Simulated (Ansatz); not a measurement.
## BiB (model cell, started as layered BN type): following an unstable mode

Aim: this structure of BiB (model cell, started as layered BN type) is to be tested for unstable modes, and one is followed downhill.

Calculated with Ansatz 0.2.0; DFT LDA, scalar-relativistic, plane waves, PAW.

The structure was built from a prototype and need not be the compound's stable phase.

## Step 1: The starting structure

Symmetry: P6_3/mmc, No. 194, hexagonal system. The conventional cell has a = 4.162 Å, b = 4.162 Å, c = 5.333 Å, α = 90.00°, β = 90.00°, γ = 120.00°. Nearest to B lie 5 Bi at 2.40 to 2.67 Å. Bi has 5 B at 2.40 to 2.67 Å nearest. Farther neighbours, and contacts between anions beyond the nearest, are not listed.

## Step 2: Phonons on a q mesh

Stability and thermal properties need the whole zone. Linear response on a 3×3×2 q mesh gives force constants as far as a supercell of that size would.

File input.yaml:

```yaml
crystal:
  lattice:
    - [4.1624801381, -2.9003e-06, 0.0]
    - [-2.0812375574, 3.6048149925, 0.0]
    - [0.0, 0.0, 5.3326373303]
  atoms:
    - { symbol: B, position: [0.3333333333, 0.6666666667, 0.25] }
    - { symbol: B, position: [0.6666666667, 0.3333333333, 0.75] }
    - { symbol: Bi, position: [0.6666666667, 0.3333333333, 0.25] }
    - { symbol: Bi, position: [0.3333333333, 0.6666666667, 0.75] }
kpoints:
  mp_grid: { grid: [12, 12, 8] }
hamiltonian:
  xc: lda
scf:
  occupations: { method: methfessel_paxton, width: 0.2 }
output:
  eigenvalues: true
phonons:
  method: dfpt
  qmesh: [3, 3, 2]
  temperatures: { t_max: 1000, t_step: 50 }
  qpath:
    path:
      - [[0.0, 0.0, 0.0], [0.5, 0.0, 0.0], [0.33333333, 0.33333333, 0.0], [0.0, 0.0, 0.0], [0.0, 0.0, 0.5], [0.5, 0.0, 0.5], [0.33333333, 0.33333333, 0.5], [0.0, 0.0, 0.5]]
      - [[0.5, 0.0, 0.5], [0.5, 0.0, 0.0]]
      - [[0.33333333, 0.33333333, 0.5], [0.33333333, 0.33333333, 0.0]]
    npoints: 10
```

Run with:

```bash
> ansatz run input.yaml --threads 4 --pin off --max-ram 7168MiB --backend cpu --events-out ev --progress --plain --runs-dir out
```

Output:

```text
Warning: phonons: the dynamical matrix that this run interpolates holds no multipole term above the dipole-dipole one, and a site of this crystal is no centre of inversion, so its interpolated transverse optical and acoustic branches and sound speeds can stay off near Gamma, and the density of states and the thermodynamics with them. What a run solves at a wave vector of phonons.qpoints, Gamma apart, where the deck admits one, is free of this, and under fd what a larger phonons.supercell samples
Engine: ansatz 0.2.0, x86_64-unknown-linux-gnu
Pseudopotentials: kind: paw
Pseudopotential: B, paw, valence charge 3, recommended cutoff 420 eV (normal), B.paw.azcp
Pseudopotential: Bi, paw, valence charge 15, recommended cutoff 420 eV (normal), Bi.paw.azcp
Functional definition: SPW92
  exchange = slater_x
  correlation = pw_c
Crystal: 4 atoms, lattice volume = 80.016 Å³
Basis set: ecut = 420 eV, 1559 PW (Γ), exchange–correlation on 60×60×72 points (8 copies of the dense FFT grid, shifted against one another)
Bands: 22, of which v1, the nominal top of the filled ones, is band 18 counted from 1 (17 counted from 0)
Symmetry: 24 space group operations
k-points: 95 of 1152
Non-local potential: B, projectors of the file, l = 0: 2, l = 1: 2, l = 2: 1
Non-local potential: Bi, projectors of the file, l = 0: 2, l = 1: 2, l = 2: 2, l = 3: 2
PAW form: soft (Blöchl's): semilocal exchange-correlation on the pseudo side does not see the compensation charge
PAW frozen core: B, regenerated for the run's functional, and the local potential with it (the file was generated under x = pbe(κ = 0.804, μ = 0.219515), c = pbe(β = 0.066725))
PAW frozen core: Bi, regenerated for the run's functional, and the local potential with it (the file was generated under x = pbe(κ = 0.804, μ = 0.219515), c = pbe(β = 0.066725))
PAW one-centre angular grid: B, 110 points (default); XC on 64 Gauss nodes
PAW one-centre angular grid: Bi, 590 points (default); XC on 64 Gauss nodes
Initial density: superposition of atomic densities (neutral atoms: chi_scale 0, normalization atom), corrected by the library's trained network
Initial wavefunctions: pseudopotential atomic-orbital guess
Functional: x = slater, c = lda
SCF iter   1: F=—  HF=-24466.469335 eV  |F-HF|=—  |Δ(HF+E_count)|=         —  Δρ=7.19e-3  dr2=5.85e-2  ethr=1.77e-3  ⟨swp⟩=5.1  Hψ=9639  notcnv=0
preconditioner: auto → LDOS  [metal: Δε(μ)=0.031 eV  Ē_g=17.772 eV  σ=0.200 eV  W_gap=0.13  n_scr=22 (ndim 8)  ℏωp=24.9 eV  f_vac=0.018  D(μ)=1.63/eV (n_scr^D=8)  β→1.0]
SCF iter   2: F=—  HF=-24466.452126 eV  |F-HF|=—  |Δ(HF+E_count)|=   1.72e-2  S|Δr|=    0.00e0  Δρ=1.45e-3  dr2=8.36e-4  ethr=1.62e-4  ⟨swp⟩=2.1  Hψ=3245  notcnv=0
SCF iter   3: F=—  HF=-24466.452113 eV  |F-HF|=—  |Δ(HF+E_count)|=   1.33e-5  S|Δr|=    0.00e0  Δρ=5.11e-4  dr2=1.60e-4  ethr=2.32e-6  ⟨swp⟩=2.0  Hψ=3799  notcnv=0
SCF iter   4: F=—  HF=-24466.452034 eV  |F-HF|=—  |Δ(HF+E_count)|=   7.91e-5  S|Δr|=    0.00e0  Δρ=1.14e-4  dr2=1.17e-5  ethr=4.44e-7  ⟨swp⟩=2.1  Hψ=3532  notcnv=0
SCF iter   5: F=—  HF=-24466.452012 eV  |F-HF|=—  |Δ(HF+E_count)|=   2.14e-5  S|Δr|=    0.00e0  Δρ=2.75e-5  dr2=6.62e-7  ethr=3.25e-8  ⟨swp⟩=2.0  Hψ=2648  notcnv=0
SCF iter   6: F=—  HF=-24466.452025 eV  |F-HF|=—  |Δ(HF+E_count)|=   1.27e-5  S|Δr|=    0.00e0  Δρ=2.94e-6  dr2=6.57e-9  ethr=1.84e-9  ⟨swp⟩=2.0  Hψ=2858  notcnv=0
SCF iter   7: F=—  HF=-24466.452025 eV  |F-HF|=—  |Δ(HF+E_count)|=  4.37e-11  S|Δr|=    0.00e0  Δρ=3.63e-7  dr2=8.72e-11  ethr=1.82e-11  ⟨swp⟩=2.1  Hψ=3846  notcnv=0
SCF iter   8: F=-24466.452025 eV  HF=-24466.452025 eV  |F-HF|=3.64e-12  |Δ(HF+E_count)|=  1.75e-10  S|Δr|=    0.00e0  Δρ=6.82e-8  dr2=2.27e-12  ethr=1.00e-12  ⟨swp⟩=6.6  Hψ=11415  notcnv=0
SCF 1 converged in 8 iterations: F = -24466.452025 eV  dr2 = 2.27e-12
  greatest PAW one-centre occupation: 0.988 electrons in one spin orbital (limit 2), on the Bi atom at site 3 (counted from 0), in its partial waves of l = 2
Initial density: read from a saved state, or passed on in memory by an earlier SCF of this step, an earlier step, the calling program or the single point that the run made first
iter 1 solved again at ethr=4.02e-8 eV; its pass at ethr=3.10e-3 eV (dr2=1.45e-5 eV) is discarded
SCF iter   1: F=—  HF=-24466.452029 eV  |F-HF|=—  |Δ(HF+E_count)|=         —  Δρ=5.85e-7  dr2=2.46e-10  ethr=4.02e-8  ⟨swp⟩=3.6  Hψ=16478  notcnv=0
eigensolver tolerance schedule: the retry pair's looser diagonalisation over-reported the residual by 58788.52 of it (diagonalisation noise at 3.21 of the residual, at the tolerance the schedule requests for it); recorded, not acted on — ethr = c·dr2/N_el stays at c = 1.0e-1
preconditioner: auto → LDOS  [metal: Δε(μ)=0.015 eV  Ē_g=17.724 eV  σ=0.200 eV  W_gap=0.06  n_scr=22 (ndim 8)  ℏωp=24.9 eV  f_vac=0.012  D(μ)=1.64/eV (n_scr^D=8)  β→1.0]
SCF iter   2: F=—  HF=-24466.452025 eV  |F-HF|=—  |Δ(HF+E_count)|=   3.56e-6  S|Δr|=    0.00e0  Δρ=8.04e-7  dr2=3.77e-10  ethr=1.00e-12  ⟨swp⟩=4.1  Hψ=6715  notcnv=0
SCF iter   3: F=—  HF=-24466.452025 eV  |F-HF|=—  |Δ(HF+E_count)|=  1.42e-10  S|Δr|=    0.00e0  Δρ=3.27e-7  dr2=8.42e-11  ethr=1.00e-12  ⟨swp⟩=2.9  Hψ=4460  notcnv=0
SCF iter   4: F=—  HF=-24466.452025 eV  |F-HF|=—  |Δ(HF+E_count)|=  1.82e-11  S|Δr|=    0.00e0  Δρ=2.45e-7  dr2=4.23e-11  ethr=1.00e-12  ⟨swp⟩=1.0  Hψ=2090  notcnv=0
SCF iter   5: F=-24466.452025 eV  HF=-24466.452025 eV  |F-HF|=3.64e-12  |Δ(HF+E_count)|=  7.28e-12  S|Δr|=    0.00e0  Δρ=1.06e-7  dr2=8.26e-12  ethr=1.00e-12  ⟨swp⟩=2.0  Hψ=4937  notcnv=0
SCF 2 converged in 5 iterations: F = -24466.452025 eV  dr2 = 8.26e-12
phonons: the bands overlap, so this run is a metal and interpolates without the dipole-dipole term. If the crystal is really an insulator or semiconductor, its LO-TO splitting is missing
NSCF: frozen V_eff on 95 k-points
NSCF: frozen V_eff on 370 k-points
DFPT response loops at q = (0, 0, 0) (fractional): preconditioner auto → Kerker (q_TF=auto, 2.388 Å⁻¹) (partly filled bands, converged f_vac=0.012); β = 1.00, the filter's whole step (`scf.mixing.beta` (0.50) is not read by the response loops under this deck's `scf.mixing.preconditioner`; to damp them name `kerker` or `kerker_dos`, under which they read `scf.mixing.beta`, and type it under 1.00, their step now; both keys bind the ground state too); Broyden in place of MSR1
NSCF: frozen V_eff on 740 k-points
DFPT response loops at q = (0, 0, -0.5) (fractional): mixed as the last ones told, above
NSCF: frozen V_eff on 1440 k-points
DFPT response loops at q = (0, 0.333333, 0) (fractional): mixed as the last ones told, above
NSCF: frozen V_eff on 1440 k-points
DFPT response loops at q = (0, 0.333333, -0.5) (fractional): mixed as the last ones told, above
NSCF: frozen V_eff on 1440 k-points
DFPT response loops at q = (0.333333, 0.333333, 0) (fractional): mixed as the last ones told, above
NSCF: frozen V_eff on 1440 k-points
DFPT response loops at q = (0.333333, 0.333333, -0.5) (fractional): mixed as the last ones told, above
SCF converged after 8 iterations
Stability not checked: this state was not tested for a lower state beside it, because cold or Methfessel-Paxton smearing, or corrected tetrahedra, fill the levels in a way that the test cannot read (fill_not_monotonic; see scf.lower_state_search)
Free energy (F): -24466.452025 eV
Harris-Foulkes:  -24466.452025 eV  (|F-HF|=3.64e-12)
Internal energy: -24466.453569 eV  (E = F + TS)
E sigma→0 (E₀):  -24466.452411 eV
Entropy (-TS):   0.001544 eV (0.386 meV/atom)
Fermi energy:    10.358807 eV
--- Per-component energies (eV) ---
  E_band       = -170.839781
  E_kinetic    = 695.927446
  E_local      = -3072.875004  (includes V_loc(G=0)·N_el)
  E_nonlocal   = 1156.144142
  E_hartree    = 999.228639
  E_xc         = -361.443068
  E_vxc        = -361.145241  (∫ρ·V_xc dr)
  E_paw        = -20853.168483  (= ΣΔE_a)
  E_vpaw       = -587.347325  (= ΣTr[D̂ρ^β])
  E_aug_tail   = -0.001070  (compensation charges beyond the density's cutoff)
  E_ewald      = -3030.348070
  E_core_change = 0.081899  (= ΣΔE_core)
  E_smearing   = 0.001544  (= −TS)
  E_closure    = 0.000000  (closes the sum)
  Σ components = -24466.452025   (vs F -24466.452025, Δ=0.00e0)
--- Band table (eV; the first three rows and the last of 95) ---
  k-point 0: bands = [... 14 lower, 7.7741, 7.7741, 10.3778, 10.3778, 10.8010, 11.1391, 12.4827, 12.4827]
  k-point 1: bands = [... 14 lower, 7.8502, 7.8502, 9.9679, 10.2444, 10.2444, 12.0360, 12.5391, 12.5391]
  k-point 2: bands = [... 14 lower, 8.0733, 8.0733, 9.1053, 9.8840, 9.8840, 12.6723, 12.7266, 12.7266]
  k-point 94: bands = [... 14 lower, 5.8673, 5.8673, 11.4893, 11.4893, 12.5282, 12.5282, 13.8387, 13.8387]
--- Phonons (Γ-DFPT): 4 representative perturbations + reference (Σ response iterations 12) ---
  ASR residual: 5.069e-5 → 0.000e0 eV/Å²; symmetrization residual: 4.050e-6 eV/Å²
  ASR residual per site (eV/Å²): 7.87e-6 7.87e-6 5.07e-5 5.07e-5
  Γ frequencies (cm⁻¹): -135.13 -90.36 0.00 0.00 0.00 76.02 76.02 144.45 459.60 459.60 475.55 475.55
--- Phonons (arbitrary-q DFPT): 6 irreducible q on the 3×3×2 mesh ---
  q = [0.0000, 0.0000, 0.0000] (star 1, of the zone-centre solve; hermiticity 8.71e-7, symmetrization 3.02e-8): -135.13 -90.36 -0.00 0.00 0.00 76.02 76.02 144.45 459.60 459.60 475.55 475.55
  q = [0.0000, 0.0000, -0.5000] (star 1, 4 solved perturbations in 930 linear systems a pass and spin channel, the states on 370 of 1152 k-point pairs; hermiticity 7.81e-7, symmetrization 7.81e-8): 50.02 50.02 50.02 50.02 69.82 69.82 278.31 278.31 466.70 466.70 466.70 466.70
  q = [0.0000, 0.3333, 0.0000] (star 6, 6 solved perturbations in 3660 linear systems a pass and spin channel, the states on 720 of 1152 k-point pairs; hermiticity 9.13e-7, symmetrization 5.75e-8): -112.24 -63.42 29.11 74.85 85.08 86.41 102.52 143.34 409.08 415.22 448.68 449.25
  q = [0.0000, 0.3333, -0.5000] (star 6, 6 solved perturbations in 3660 linear systems a pass and spin channel, the states on 720 of 1152 k-point pairs; hermiticity 6.92e-7, symmetrization 4.09e-7): 46.29 46.29 63.21 63.21 104.22 104.22 213.24 213.24 429.82 429.82 439.87 439.87
  q = [0.3333, 0.3333, 0.0000] (star 2, 4 solved perturbations in 1750 linear systems a pass and spin channel, the states on 720 of 1152 k-point pairs; hermiticity 1.03e-6, symmetrization 5.12e-8): -114.68 -114.68 60.40 96.50 96.50 106.22 113.04 113.04 382.26 382.26 415.60 442.84
  q = [0.3333, 0.3333, -0.5000] (star 2, 4 solved perturbations in 1750 linear systems a pass and spin channel, the states on 720 of 1152 k-point pairs; hermiticity 3.75e-7, symmetrization 3.79e-8): 34.51 34.51 89.56 89.56 109.62 109.62 167.46 167.46 405.58 405.58 440.51 440.51
  sum rule: each row above includes the acoustic sum rule's correction from the zone centre's row sums; it moved no ω² by more than (0.44 cm⁻¹)²
  mesh force constants: q→R imaginary residual 1.30e-16; ASR residual 5.069e-5 → 0.000e0 eV/Å²; symmetrization residual 7.105e-15 eV/Å²
  interpolated dispersion: 93 rows × 12 modes
  density of states and harmonic sums: on the 18×18×12 q-mesh, interpolated from the force constants of a 3×3×2 supercell (no non-analytic term)
  largest difference from the sums on the solved wave vectors: F 4.73e-2 eV, S 5.88e-5 and C_V 1.31e-5 eV/K
  zero-point energy: 0.149044 eV/cell   skipped modes (ω ≤ 0): 266, of them read as no rigid motion or as one in doubt: 263 (1.031e0 modes/cell left out, lowest -135.13 cm⁻¹)   left out of the sums: 8.60e-2 of the cell's modes: C_V's classical limit lies that fraction below 3 k_B per atom; for a crystal, a wire or a layer, F and S can be off by more, and a phonons.interpolated_qmesh denser along its periods is the remedy for the sampling
```

It took 4.7 min on 4 threads of Intel Xeon 6975P-C (Granite Rapids), shared host; peak memory 3.6 GiB; 18 min of CPU time.

Reading the cycles: dr2 is the Hartree energy of the density residual (eV), the measure of convergence; HF is the Harris–Foulkes estimate of the energy, which meets the free energy F at convergence.

This step gave:

```yaml
volume_per_atom: 20.00 Å³
gap_on_the_k_mesh: 0 eV
sum_rule_residual_before_enforcement: 5.07e-5 eV/Å²
lowest_frequency_on_the_path: -135.1 cm⁻¹
point_group: 6/mmm
highest_frequency_on_path_mesh_or_solved_points: 475.6 cm⁻¹
highest_optical_mode_at_the_zone_centre_no_lo_to_term: 475.6 cm⁻¹
lowest_optical_zone_centre_mode: -135.1 cm⁻¹
lowest_mode_on_the_q_mesh_acoustic_modes_at_gamma_apart: -135.1 cm⁻¹
```

Frequencies (cm⁻¹) solved at each irreducible wavevector; negative means imaginary. Frequencies by wavevector, by row:

| q in reciprocal lattice units | star | mode 1 | mode 2 | mode 3 | mode 4 | mode 10 | mode 11 | mode 12 |
| --- | --- | --- | --- | --- | --- | --- | --- | --- |
| 0 0 0 | 1 | -135.1 | -90.4 | 0 | 0 | 459.6 | 475.6 | 475.6 |
| 0 0 -0.5 | 1 | 50 | 50 | 50 | 50 | 466.7 | 466.7 | 466.7 |
| 0 0.3333 0 | 6 | -112.2 | -63.4 | 29.1 | 74.8 | 415.2 | 448.7 | 449.2 |
| 0 0.3333 -0.5 | 6 | 46.3 | 46.3 | 63.2 | 63.2 | 429.8 | 439.9 | 439.9 |
| 0.3333 0.3333 0 | 2 | -114.7 | -114.7 | 60.4 | 96.5 | 382.3 | 415.6 | 442.8 |
| 0.3333 0.3333 -0.5 | 2 | 34.5 | 34.5 | 89.6 | 89.6 | 405.6 | 440.5 | 440.5 |

Interpolated from a 3×3×2 q mesh. Phonon branches along the path, in cm⁻¹:

| point | branch 1 | branch 2 | branch 3 | branch 4 | branch 9 | branch 10 | branch 11 | branch 12 |
| --- | --- | --- | --- | --- | --- | --- | --- | --- |
| Γ | -135 | -90 | 0 | 0 | 460 | 460 | 476 | 476 |
| halfway | -118 | -61 | 30 | 55 | 426 | 428 | 461 | 461 |
| M | -100 | -86 | 20 | 82 | 392 | 404 | 434 | 434 |
| halfway | -106 | -103 | 43 | 88 | 382 | 408 | 412 | 444 |
| K | -115 | -115 | 60 | 96 | 382 | 382 | 416 | 443 |
| halfway | -116 | -64 | 39 | 64 | 416 | 424 | 447 | 462 |
| Γ | -135 | -90 | 0 | 0 | 460 | 460 | 476 | 476 |
| halfway | 24 | 25 | 25 | 67 | 462 | 462 | 473 | 473 |
| A | 50 | 50 | 50 | 50 | 467 | 467 | 467 | 467 |
| halfway | 49 | 49 | 61 | 61 | 442 | 442 | 449 | 449 |
| L | 44 | 44 | 62 | 62 | 419 | 419 | 431 | 431 |
| halfway | 38 | 38 | 76 | 76 | 411 | 411 | 437 | 437 |
| H | 34 | 34 | 90 | 90 | 406 | 406 | 440 | 440 |
| halfway | 46 | 46 | 67 | 67 | 434 | 434 | 447 | 447 |
| A | 50 | 50 | 50 | 50 | 467 | 467 | 467 | 467 |
| jump to L | 44 | 44 | 62 | 62 | 419 | 419 | 431 | 431 |
| halfway | -31 | -16 | 39 | 77 | 407 | 408 | 430 | 436 |
| M | -100 | -86 | 20 | 82 | 392 | 404 | 434 | 434 |
| jump to H | 34 | 34 | 90 | 90 | 406 | 406 | 440 | 440 |
| halfway | -53 | -53 | 71 | 101 | 394 | 394 | 425 | 444 |
| K | -115 | -115 | 60 | 96 | 382 | 382 | 416 | 443 |

Symmetry leaves 6 wavevectors to solve. The lowest mode among them, the acoustic zeros apart, lies at Γ and is imaginary, 135.1i cm⁻¹, so the energy falls along it.

## Step 3: The mode frozen in, largest atomic shift 0 Å

The mode followed lies at q = (0.333, 0.333, 0) with frequency 114.7i cm⁻¹ and is 2-fold degenerate, one of the unstable modes though not the softest. At small amplitude the pattern taken leaves space group no. 36 by a symmetry search on the positions. The undistorted cell that holds it gives the zero of energy on the same k mesh.

System of this step: BiB (model cell, started as layered BN type). It takes space group P6_3/mmc (No. 194, hexagonal). Conventional cell: a = 4.162 Å, b = 4.162 Å, c = 5.333 Å, α = 90.00°, β = 90.00°, γ = 120.00°. B has 5 Bi at 2.40 to 2.67 Å nearest. Nearest to Bi lie 5 B at 2.40 to 2.67 Å. Farther neighbours, and contacts between anions beyond the nearest, are not listed.

File input.yaml:

```yaml
crystal:
  lattice:
    - [0.0, 0.0, 5.3326373303]
    - [6.2437176955, -3.6048178928, 0.0]
    - [6.2437227189, 3.604809192, 0.0]
  atoms:
    - { symbol: B, position: [0.25, 0.6666666667, 0.3333333333] }
    - { symbol: B, position: [0.25, 0.0, 0.6666666667] }
    - { symbol: B, position: [0.25, 0.3333333333, 1.0] }
    - { symbol: B, position: [0.75, 0.0, 0.3333333333] }
    - { symbol: B, position: [0.75, 0.3333333333, 0.6666666667] }
    - { symbol: B, position: [0.75, 0.6666666667, 0.0] }
    - { symbol: Bi, position: [0.25, 0.0, 0.3333333333] }
    - { symbol: Bi, position: [0.25, 0.3333333333, 0.6666666667] }
    - { symbol: Bi, position: [0.25, 0.6666666667, 0.0] }
    - { symbol: Bi, position: [0.75, 0.6666666667, 0.3333333333] }
    - { symbol: Bi, position: [0.75, 0.0, 0.6666666667] }
    - { symbol: Bi, position: [0.75, 0.3333333333, 1.0] }
kpoints:
  mp_grid: { grid: [8, 6, 6] }
hamiltonian:
  xc: lda
scf:
  occupations: { method: methfessel_paxton, width: 0.2 }
output:
  forces: true
  stress: true
  eigenvalues: true
```

Output:

```text
[...]
Crystal: 12 atoms, lattice volume = 240.048 Å³
Basis set: ecut = 420 eV, 4649 PW (Γ)
Bands: 66, of which v1, the nominal top of the filled ones, is band 54 counted from 1 (53 counted from 0)
Symmetry: 72 space group operations
[...]
k-points: 35 of 288
[...]
k-point 0: bands = [... 50 lower, 7.7747, 7.7747, 10.3787, 10.3787, 10.8006, 11.1396, 12.4830, 12.4830, ... 8 higher]
  k-point 1: bands = [... 50 lower, 7.9686, 8.7389, 9.3167, 10.2027, 10.6009, 11.5572, 11.8985, 12.0129, ... 8 higher]
  k-point 2: bands = [... 50 lower, 8.4632, 8.5919, 9.6758, 9.7399, 10.0259, 10.0528, 11.2082, 12.0913, ... 8 higher]
  k-point 34: bands = [... 50 lower, 10.2820, 10.2820, 10.2820, 10.2820, 10.7159, 10.7159, 10.7159, 10.7159, ... 8 higher]
[key lines of the parts left out:]
SCF converged after 6 iterations
Free energy (F): -73399.334856 eV
Fermi energy:    10.351551 eV
P = ⅓ Tr σ = 0.0171 GPa (0.171 kbar)
```

Wall time 3.9 s (4 threads); peak memory 1.1 GiB; 15 s of CPU time.

Read from the output:

* pressure: 0.01712 GPa
* energy from the undistorted cell: 0 meV/atom

The run ends at a pressure of 0.02 GPa.

(Part 1 of 2 ends here.)

[Long decimals in the printed logs are rounded to 6 places.]

[Logs are printed without paths, hosts, clocks, repeated set-up lines and the standing remarks that a program may print on its own settings, such as how far it seeks lower states.]

[Hosts, paths, dates, database ids (printed as entryN), source tags and the programs' standing remarks are cut or masked in the printed files.]

[Where the starting crystal was built by hand or by swapping elements, it need not be the compound's stable phase.]
